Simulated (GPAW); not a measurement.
# H2 in line between two Al chains: converging a transmission, part 2 of 7

Aim: the cheapest settings that leave the conductance of H2 in line between two Al chains unchanged.

GPAW 26.7.0; GPAW LCAO, PAW setups; Landauer transmission from Green's functions with principal layers (ASE), zero bias.

So far, conductance (G₀): step 2 (the reference run) 1.42; step 3 (grid spacing 0.3 Å) 1.42. Also open channels of the lead at the Fermi level (one spin): step 2 2; step 3 2.

## (4) Varying the grid spacing

run.py

```python
import json
import numpy as np
from ase import Atoms
from ase.transport.calculators import TransportCalculator
from gpaw import GPAW, FermiDirac
from gpaw.lcao.tools import get_lcao_hamiltonian
from scipy.linalg import eigh

# The junction with lead layers at both ends, along the third cell vector
device = Atoms(
    ['Al', 'Al', 'Al', 'Al', 'Al', 'Al', 'H', 'H', 'Al', 'Al', 'Al', 'Al', 'Al', 'Al'],
    positions=[
        [4.50000, 4.50000, 1.20000],
        [4.50000, 4.50000, 3.60000],
        [4.50000, 4.50000, 6.00000],
        [4.50000, 4.50000, 8.40000],
        [4.50000, 4.50000, 10.80000],
        [4.50000, 4.50000, 13.20000],
        [4.50000, 4.50000, 14.60690],
        [4.50000, 4.50000, 15.45690],
        [4.50000, 4.50000, 16.86380],
        [4.50000, 4.50000, 19.26380],
        [4.50000, 4.50000, 21.66380],
        [4.50000, 4.50000, 24.06380],
        [4.50000, 4.50000, 26.46380],
        [4.50000, 4.50000, 28.86380]],
    cell=[[9.0, 0.0, 0.0], [0.0, 9.0, 0.0], [0.0, 0.0, 30.0638]],
    pbc=True)

# One principal layer of the lead: the first 4 atoms of the device
lead = Atoms(
    ['Al', 'Al', 'Al', 'Al'],
    positions=[
        [4.50000, 4.50000, 1.20000],
        [4.50000, 4.50000, 3.60000],
        [4.50000, 4.50000, 6.00000],
        [4.50000, 4.50000, 8.40000]],
    cell=[[9.0, 0.0, 0.0], [0.0, 9.0, 0.0], [0.0, 0.0, 9.6]],
    pbc=True)

settings = dict(mode='lcao', basis='dzp', xc='LDA', h=0.26,
                occupations=FermiDirac(0.1), maxiter=250,
                mixer=dict(beta=0.1, nmaxold=8, weight=100.0),
                convergence=dict(density=0.0001))
energies = np.arange(-3, 3 + 1e-9, 0.075)
eta = 0.0001
n1, n2 = 1, 1
# k and -k transmit alike, so half of the mesh across the current serves
mesh = [(i, j) for i in range(n1) for j in range(n2) if (i, j) <= (-i % n1, -j % n2)]
weights = np.array([1 if (i, j) == (-i % n1, -j % n2) else 2 for i, j in mesh]) / (n1 * n2)


def ground_state(atoms, size, txt):
    atoms.calc = GPAW(kpts={'size': size, 'gamma': True}, symmetry={'tolerance': 1e-3}, txt=txt, **settings)
    atoms.get_potential_energy()
    return atoms.calc.get_fermi_level()


def blocks(atoms, fermi, points, nz, cells):
    """H - E_F S and S between cell 0 and the cells above it, at each point across the current."""
    kz = np.arange(nz) / nz
    calc = atoms.calc.fixed_density(kpts=[(*k, z) for k in points for z in kz], symmetry='off', txt=None)
    H, S = get_lcao_hamiltonian(calc)
    H = (H - fermi * S).reshape(len(H), len(points), nz, *S.shape[1:])
    S = S.reshape(H.shape[1:])
    phases = [np.exp(-2j * np.pi * kz * R) / nz for R in cells]
    return [(np.einsum('skzij,z->ksij', H, p), np.einsum('kzij,z->kij', S, p)) for p in phases]


def pair(a, b):
    return np.block([[a, b], [b.T.conj(), a]])


def count_channels(h, s, cells, nk=240):
    """Half the number of times that the lead's bands cross each energy, unfolded to its shortest repeat."""
    b = len(h) // cells
    bands = []
    for k in (np.arange(nk + 1) + 0.5) / nk:
        hk, sk = h[:b, :b].copy(), s[:b, :b].copy()
        for R in range(1, cells):
            phase, block = np.exp(2j * np.pi * k * R), slice(R * b, (R + 1) * b)
            hk += h[:b, block] * phase + (h[:b, block] * phase).T.conj()
            sk += s[:b, block] * phase + (s[:b, block] * phase).T.conj()
        bands.append(eigh(hk, sk, eigvals_only=True))
    below = np.array(bands)[:, :, None] < energies
    return (below[1:] != below[:-1]).sum((0, 1)) / 2


fermi_lead = ground_state(lead, (1, 1, 12), 'lead.txt')
fermi_device = ground_state(device, (1, 1, 3), 'device.txt')
T, channels, eigen, tail, misfit, shifts = [], [], [], 0.0, 0.0, []
for first in range(0, len(mesh), 566):
    points = [(i / n1, j / n2) for i, j in mesh[first:first + 566]]
    (H0k, S0k), (H1k, S1k), (H2k, _) = blocks(lead, fermi_lead, points, 5, range(3))
    [(Hk, Sk)] = blocks(device, fermi_device, points, 2, [0])
    tail = max(tail, abs(H2k).max())
    for H0, S0, H1, S1, H, S in zip(H0k, S0k, H1k, S1k, Hk, Sk):
        n = len(S0)
        # Shift the lead onto the potential of the device's first layer
        shift = ((H[:, 0, 0] - H0[:, 0, 0]) / S0[0, 0]).real.mean()
        shifts.append(shift)
        misfit = max(misfit, abs(H[:, :n, :n] - H0 - shift * S0).max())
        Tk, Ck, Ek = [], [], []
        for s in range(len(H)):
            t = s % len(H0)  # a lead without moments serves both spins
            h1, s1 = pair(H0[t] + shift * S0, H1[t] + shift * S1), pair(S0, S1)
            leads = dict(h1=h1, s1=s1, energies=energies, eta=eta, eta1=eta, eta2=eta)
            calc = TransportCalculator(h=H[s], s=S, eigenchannels=0, **leads)
            Tk.append(calc.get_transmission())
            Ck.append(count_channels(h1, s1, 8))
        T.append(Tk)
        channels.append(Ck)
        eigen.append(Ek)
T, channels = np.array(T), np.array(channels)
mean, open_channels = np.einsum('kse,k->se', T, weights), np.einsum('kse,k->se', channels, weights)

print(f'basis functions: device {len(S)}, principal layer {n}')
print(f'Fermi level: lead {fermi_lead:.4f} eV, device {fermi_device:.4f} eV; lead shifted by {np.mean(shifts):.4f} eV')
print(f'largest coupling past the next layer {tail:.2e} eV, largest misfit of the first layer {misfit:.3f} eV')
print('  E-E_F (eV)   ' + 'T (one spin)  channels')
for e, t, c in zip(energies, mean.T, open_channels.T):
    print(f'{e:10.3f}  ', *[f'{x:11.4e}' for x in t], *[f'{x:9.4f}' for x in c])

kT = 8.617333e-5 * 500
fine = np.linspace(energies[0], energies[-1], 4001)
both = np.exp(np.interp(fine, energies, np.log(np.maximum(mean.sum(0) * 2 / len(mean), 1e-30))))
fermi = lambda mu: 1 / (1 + np.exp(np.clip((fine - mu) / kT, -200, 200)))
slope = fermi(0) * (1 - fermi(0)) / kT
G = np.trapezoid(both * slope, fine) / 2
seebeck = -np.trapezoid(both * slope * fine, fine) / (2 * G * 500) * 1e6
print(f'conductance at 500 K: {G:.5g} G0 a cell; thermopower {seebeck:.4g} uV/K')
bias = [0.1, 0.2, 0.5, 1.0, 1.5, 2.0]
current = [38.74 * np.trapezoid(both * (fermi(V / 2) - fermi(-V / 2)), fine) for V in bias]
for V, I in zip(bias, current):
    print(f'current from the zero-bias T(E) at {V} V: {I:.5g} uA')
zero = abs(energies).argmin()
json.dump(dict(energies=energies.tolist(), T=mean.tolist(), channels=open_channels.tolist(), G=G, seebeck=seebeck,
               bias=bias, current=current, tail=tail, misfit=misfit, shift=np.mean(shifts), n_device=len(S), n_lead=n,
               fermi=[fermi_lead, fermi_device], energy=device.get_potential_energy(),
               moments=device.get_magnetic_moments().tolist(), mesh=mesh, weights=weights.tolist(),
               T_k=T[:, :, zero].tolist(), eigen=np.array(eigen[0]).tolist()), open('result.json', 'w'))
```

The run is started by

```bash
OMP_NUM_THREADS=1 OPENBLAS_NUM_THREADS=2 python run.py
```

The log of the run:

```text
basis functions: device 166, principal layer 52
Fermi level: lead -3.2559 eV, device -3.1828 eV; lead shifted by 0.0042 eV
largest coupling past the next layer 1.23e-15 eV, largest misfit of the first layer 0.031 eV
  E-E_F (eV)   T (one spin)  channels
    -3.000    8.2319e-01    1.0000
    -2.925    8.2611e-01    1.0000
    -2.850    8.2848e-01    1.0000
    -2.775    8.3028e-01    1.0000
    -2.700    8.3152e-01    1.0000
    -2.625    8.3217e-01    1.0000
    -2.550    8.3222e-01    1.0000
    -2.475    8.3165e-01    1.0000
    -2.400    8.3040e-01    1.0000
    -2.325    8.2841e-01    1.0000
    -2.250    8.2559e-01    1.0000
    -2.175    8.2182e-01    1.0000
    -2.100    8.1691e-01    1.0000
    -2.025    8.1061e-01    1.0000
    -1.950    8.0257e-01    1.0000
    -1.875    7.9227e-01    1.0000
[...]
2.475    2.0351e+00    3.0000
     2.550    2.0322e+00    3.0000
     2.625    2.0283e+00    3.0000
     2.700    2.0234e+00    3.0000
     2.775    2.0173e+00    3.0000
     2.850    2.0101e+00    3.0000
     2.925    2.0018e+00    3.0000
     3.000    1.9923e+00    3.0000
conductance at 500 K: 1.4187 G0 a cell; thermopower -0.6272 uV/K
current from the zero-bias T(E) at 0.1 V: 10.964 uA
current from the zero-bias T(E) at 0.2 V: 21.757 uA
current from the zero-bias T(E) at 0.5 V: 51.281 uA
current from the zero-bias T(E) at 1.0 V: 82.26 uA
current from the zero-bias T(E) at 1.5 V: 103.41 uA
current from the zero-bias T(E) at 2.0 V: 132.57 uA
```

Run time: 23 s. Hardware: 2 threads of Intel Xeon 6975P-C (Granite Rapids), shared host; peak memory 0.59 GiB.

This step gave:

- conductance: 1.419 G₀
- largest coupling past the next principal layer: 1.23e-15 eV
- shift that aligns the lead: 0.004206 eV
- transmission at the Fermi level (one spin): 1.449

One spin. The transmission, zone mean by energy, zero at the Fermi level:

```
energy (eV)  transmission, zone mean
    -3.0000                    0.823
    -2.7750                    0.830
    -2.4750                    0.832
    -2.2500                    0.826
    -2.0250                    0.811
    -1.7250                    0.761
    -1.5000                    0.651
    -1.2750                   2.1e-6
    -0.9750                  9.6e-10
    -0.7500                  8.4e-11
    -0.5250                  2.5e-11
    -0.2250                     1.16
     0.0000                     1.45
     0.2250                     1.29
     0.5250                     1.10
     0.7500                     1.05
     0.9750                     1.94
     1.2750                     2.00
     1.5000                     2.02
     1.7250                     2.03
     2.0250                     2.04
     2.2500                     2.04
     2.4750                     2.04
     2.7750                     2.02
     3.0000                     1.99
```

Crossings of the lead's bands, unfolded to its shortest repeat. The open channels, zone mean by energy, zero at the Fermi level:

energy (eV), open channels, zone mean and a bar:
```
    -3.00       1.00 ##########
    -2.77       1.00 ##########
    -2.55       1.00 ##########
    -2.40       1.00 ##########
    -2.17       1.00 ##########
    -1.95       1.00 ##########
    -1.73       1.00 ##########
    -1.57       1.00 ##########
    -1.35       1.00 ##########
    -1.12       0.00 
    -0.90       0.00 
    -0.75       0.00 
    -0.53       0.00 
    -0.30       2.00 ####################
    -0.07       2.00 ####################
     0.00       2.00 ####################
     0.07       2.00 ####################
     0.30       2.00 ####################
     0.53       2.00 ####################
     0.75       2.00 ####################
     0.90       3.00 ##############################
     1.12       3.00 ##############################
     1.35       3.00 ##############################
     1.57       3.00 ##############################
     1.73       3.00 ##############################
     1.95       3.00 ##############################
     2.17       3.00 ##############################
     2.40       3.00 ##############################
     2.55       3.00 ##############################
     2.77       3.00 ##############################
     3.00       3.00 ##############################
```

Not self-consistent under bias; the bias window is split evenly. The current through one cell, from the zero-bias transmission by bias:

```
bias (V)  current through one cell, from the zero-bias transmission (μA)
   0.100                                                            11.0
   0.200                                                            21.8
   0.500                                                            51.3
   1.000                                                            82.3
   1.500                                                             103
   2.000                                                             133
```

The conductance equals that of the base run to 0.2 %.

## (5) Varying the grid spacing

run.py, as its differences from that of step 4:

```diff
@@ -40,3 +40,3 @@
 
-settings = dict(mode='lcao', basis='dzp', xc='LDA', h=0.26,
+settings = dict(mode='lcao', basis='dzp', xc='LDA', h=0.22,
                 occupations=FermiDirac(0.1), maxiter=250,
```

The log of the run:

```text
basis functions: device 166, principal layer 52
Fermi level: lead -3.2560 eV, device -3.1828 eV; lead shifted by 0.0042 eV
largest coupling past the next layer 1.11e-15 eV, largest misfit of the first layer 0.031 eV
  E-E_F (eV)   T (one spin)  channels
    -3.000    8.2352e-01    1.0000
    -2.925    8.2650e-01    1.0000
    -2.850    8.2890e-01    1.0000
[...]
2.925    2.0013e+00    3.0000
     3.000    1.9918e+00    3.0000
conductance at 500 K: 1.4182 G0 a cell; thermopower -0.626 uV/K
current from the zero-bias T(E) at 0.1 V: 10.96 uA
current from the zero-bias T(E) at 0.2 V: 21.749 uA
current from the zero-bias T(E) at 0.5 V: 51.258 uA
current from the zero-bias T(E) at 1.0 V: 82.22 uA
current from the zero-bias T(E) at 1.5 V: 103.36 uA
current from the zero-bias T(E) at 2.0 V: 132.5 uA
```

Wall time 36 s (2 threads); peak memory 0.79 GiB.

One spin. Transmission, zone mean against energy, zero at the Fermi level:

```
energy (eV)  transmission, zone mean
      -3.00                    0.824
      -2.85                    0.829
      -2.70                    0.832
      -2.55                    0.833
      -2.33                    0.829
      -2.17                    0.822
      -2.02                    0.811
      -1.88                    0.792
      -1.73                    0.761
      -1.57                    0.703
      -1.35                    0.391
      -1.20                  0.00121
      -1.05                   3.8e-9
      -0.90                  3.5e-10
      -0.75                  8.5e-11
      -0.60                  3.4e-11
      -0.38                    0.373
      -0.23                     1.16
      -0.07                     1.44
       0.00                     1.45
       0.07                     1.41
       0.23                     1.29
       0.38                     1.18
       0.60                     1.07
       0.75                     1.05
       0.90                     1.86
       1.05                     1.96
       1.20                     1.99
       1.35                     2.01
       1.57                     2.02
       1.73                     2.03
       1.88                     2.03
       2.02                     2.04
       2.17                     2.04
       2.33                     2.04
       2.55                     2.03
       2.70                     2.02
       2.85                     2.01
       3.00                     1.99
```

The conductance equals that of the base run to 0.2 %.

## (6) Grid spacing: h = 0.16

run.py, as its differences from that of step 5:

```diff
@@ -40,3 +40,3 @@
 
-settings = dict(mode='lcao', basis='dzp', xc='LDA', h=0.22,
+settings = dict(mode='lcao', basis='dzp', xc='LDA', h=0.16,
                 occupations=FermiDirac(0.1), maxiter=250,
```

The log of the run:

```text
basis functions: device 166, principal layer 52
Fermi level: lead -3.2558 eV, device -3.1827 eV; lead shifted by 0.0042 eV
largest coupling past the next layer 1.11e-15 eV, largest misfit of the first layer 0.031 eV
  E-E_F (eV)   T (one spin)  channels
    -3.000    8.2352e-01    1.0000
    -2.925    8.2647e-01    1.0000
    -2.850    8.2886e-01    1.0000
[...]
2.925    2.0008e+00    3.0000
     3.000    1.9913e+00    3.0000
conductance at 500 K: 1.418 G0 a cell; thermopower -0.6247 uV/K
current from the zero-bias T(E) at 0.1 V: 10.959 uA
current from the zero-bias T(E) at 0.2 V: 21.746 uA
current from the zero-bias T(E) at 0.5 V: 51.251 uA
current from the zero-bias T(E) at 1.0 V: 82.208 uA
current from the zero-bias T(E) at 1.5 V: 103.34 uA
current from the zero-bias T(E) at 2.0 V: 132.48 uA
```

Elapsed: 86 s, on 2 threads; peak memory 1.9 GiB.

One spin. Transmission, zone mean against energy, zero at the Fermi level:

```
energy (eV)  transmission, zone mean
      -3.00                    0.824
      -2.85                    0.829
      -2.70                    0.832
      -2.55                    0.833
      -2.33                    0.829
      -2.17                    0.822
      -2.02                    0.811
      -1.88                    0.793
      -1.73                    0.762
      -1.57                    0.703
      -1.35                    0.388
      -1.20                   8.5e-4
      -1.05                   3.8e-9
      -0.90                  3.5e-10
      -0.75                  8.5e-11
      -0.60                  3.4e-11
      -0.38                    0.374
      -0.23                     1.16
      -0.07                     1.44
       0.00                     1.45
       0.07                     1.41
       0.23                     1.29
       0.38                     1.17
       0.60                     1.07
       0.75                     1.05
       0.90                     1.86
       1.05                     1.96
       1.20                     1.99
       1.35                     2.01
       1.57                     2.02
       1.73                     2.03
       1.88                     2.03
       2.02                     2.04
       2.17                     2.04
       2.33                     2.04
       2.55                     2.03
       2.70                     2.02
       2.85                     2.01
       3.00                     1.99
```

The conductance equals that of the base run to 0.2 %.

## (7) Grid spacing: h = 0.14

run.py, as its differences from that of step 6:

```diff
@@ -40,3 +40,3 @@
 
-settings = dict(mode='lcao', basis='dzp', xc='LDA', h=0.16,
+settings = dict(mode='lcao', basis='dzp', xc='LDA', h=0.14,
                 occupations=FermiDirac(0.1), maxiter=250,
```

The log of the run:

```text
basis functions: device 166, principal layer 52
Fermi level: lead -3.2558 eV, device -3.1828 eV; lead shifted by 0.0042 eV
largest coupling past the next layer 1.59e-15 eV, largest misfit of the first layer 0.031 eV
  E-E_F (eV)   T (one spin)  channels
    -3.000    8.2337e-01    1.0000
    -2.925    8.2633e-01    1.0000
    -2.850    8.2871e-01    1.0000
[...]
2.925    2.0008e+00    3.0000
     3.000    1.9913e+00    3.0000
conductance at 500 K: 1.4181 G0 a cell; thermopower -0.6235 uV/K
current from the zero-bias T(E) at 0.1 V: 10.959 uA
current from the zero-bias T(E) at 0.2 V: 21.746 uA
current from the zero-bias T(E) at 0.5 V: 51.25 uA
current from the zero-bias T(E) at 1.0 V: 82.206 uA
current from the zero-bias T(E) at 1.5 V: 103.34 uA
current from the zero-bias T(E) at 2.0 V: 132.48 uA
```

It took 2.1 min on 2 threads; peak memory 2.8 GiB.

The conductance equals that of the base run to 0.2 %.

## (8) Convergence in the grid spacing

The runs and the base run on one axis.

This step: convergence of the conductance (GPAW 26.7.0).

The conductance stays at 1.42 G₀ for grid spacing from 0.14 to 0.3 Å.

(Part 2 of 7 ends here.)

[Logs are printed without paths, hosts, clocks, repeated set-up lines and the standing remarks that a program may print on its own settings, such as how far it seeks lower states.]

[Hosts, paths, dates, database ids (printed as entryN), source tags and the programs' standing remarks are cut or masked in the printed files.]
